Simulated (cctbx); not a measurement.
# A disordered crystal of nominal SrLaNiRuS6

Cell a = 6.7700 Å, b = 6.9400 Å, c = 11.5427 Å, α = 90.00°, β = 125.40°, γ = 90.00°; space group Pc (no. 7); nominal formula SrLaNiRuS6.

The data are simulated with cctbx, not measured: Mo Kα, λ = 0.71073 Å, to d = 0.8 Å, 95 % of the full sphere, strongest reflection 5000 counts, noise from counting, a 4 % proportional error and a noise floor of 2 counts (s.d.); no absorption.

With every site full:

```text
Rint 0.042, 1793 unique reflections to 0.80 A
cycle     R1     wR2    GooF  max shift (A)
   1  0.1069  0.2424   2.959   0.01266
   3  0.0404  0.0991   1.209   0.00010
final R1 0.0404 wR2 0.0991 GooF 1.209  parameters 90  data/parameter 19.9
atom        x        y        z      Ueq    occ   su(xyz)  su(Uiso or U11)
La1    0.74236  0.69854  0.75351   0.0132  1.000  0.00018  0.0004
Ru1    0.50656  0.24469  0.50671   0.0138  1.000  0.00044  0.0006
Sr1    0.25903  0.20737  0.75262   0.0108  1.000  0.00039  0.0009
Ni2    0.99216  0.24944  0.99763  -0.0023  1.000  0.00054  0.0007  NPD
S1     0.80324  0.72962  0.23637   0.0146  1.000  0.00093  0.0020
S2     0.26101  0.53474  0.03914   0.0181  1.000  0.00092  0.0021
S3     0.66987  0.51148  0.45929   0.0103  1.000  0.00082  0.0016
S4     0.18417  0.24097  0.25850   0.0121  1.000  0.00086  0.0018
S5     0.74589  0.04136  0.46288   0.0134  1.000  0.00082  0.0018
S6     0.33966  0.04178  0.04185   0.0096  1.000  0.00082  0.0016
difference map: max 2.69 min -1.07 rms 0.30
Q1    0.0563  0.2508  0.0173    2    2.69  0.35 A from Ni2
Q2    0.4722  0.2819  0.4988    2    1.13  0.32 A from Ru1
Q3    0.8577  0.1165  0.6154    2    1.00  1.55 A from S5
Q4    0.9795  0.3325  0.8150    2    0.94  1.09 A from S1
Q5    0.8438  0.2483  0.1202    2    0.94  1.90 A from S4
Q6    0.6458  0.2473  0.4034    2    0.86  1.56 A from S5
```

With the occupancies of the suspect sites free, each still typed as its main element:

```text
Rint 0.042, 1793 unique reflections to 0.80 A
cycle     R1     wR2    GooF  max shift (A)
   1  0.0840  0.2028   2.476   0.00169
  16  0.0327  0.0775   0.947   0.00007
final R1 0.0327 wR2 0.0775 GooF 0.946  parameters 92  data/parameter 19.5
atom        x        y        z      Ueq    occ   su(xyz)  su(Uiso or U11)
La1    0.74253  0.69846  0.75353   0.0106  0.918  0.00014  0.0004
Ru1    0.50648  0.24457  0.50674   0.0152  1.000  0.00035  0.0005
Sr1    0.25919  0.20746  0.75242   0.0121  1.000  0.00029  0.0007
Ni2    0.99169  0.24950  0.99740   0.0047  1.115  0.00044  0.0006
S1     0.80262  0.72932  0.23666   0.0158  1.000  0.00072  0.0015
S2     0.26050  0.53556  0.03884   0.0201  1.000  0.00074  0.0017
S3     0.67031  0.51140  0.45977   0.0115  1.000  0.00064  0.0013
S4     0.18367  0.24177  0.25887   0.0137  1.000  0.00067  0.0014
S5     0.74570  0.04075  0.46302   0.0153  1.000  0.00065  0.0014
S6     0.33997  0.04189  0.04223   0.0114  1.000  0.00065  0.0013
su of occupancy La1: 0.005
su of occupancy Ni2: 0.007
difference map: max 0.80 min -0.74 rms 0.19
Q1    0.9765  0.3262  0.8184    2    0.81  1.07 A from S1
Q2    0.8496  0.1212  0.6146    2    0.80  1.56 A from S5
Q3    0.4474  0.0735  0.3445    2    0.78  1.67 A from S5
Q4    0.9702  0.2451  0.4995    2    0.77  1.94 A from S5
Q5    0.8567  0.2493  0.1216    2    0.76  1.83 A from S4
Q6    0.6411  0.2483  0.4024    2    0.73  1.58 A from S5
```

**Question.** What is the disorder?

X-rays count electrons. La1 refines to 0.918(0.005), or 52.3 electrons; the site truly holds 0.85 La and 0.15 Ni, 52.6 electrons, which is 0.924 of La; Ni2 refines to 1.115(0.007), or 31.2 electrons; the site truly holds 0.85 Ni and 0.15 La, 32.4 electrons, which is 1.155 of Ni. A value under 1 can't tell vacancies from a lighter guest, and one over 1 needs a heavier guest; chemistry or a second radiation must settle which. Occupancy correlates with U and the scale, and the two elements' form factors differ in shape, so the match is approximate.

Freeing them takes R1 from 0.0404 to 0.0327 and GooF from 1.21 to 0.95.

The model was made for the exercise: a known structure type with other elements put in, its volume estimated, not relaxed; displacement parameters are assumed.

[Middle refinement cycles are left out of these outputs.]

[Logs are printed without paths, hosts, clocks, repeated set-up lines and the standing remarks that a program may print on its own settings, such as how far it seeks lower states.]
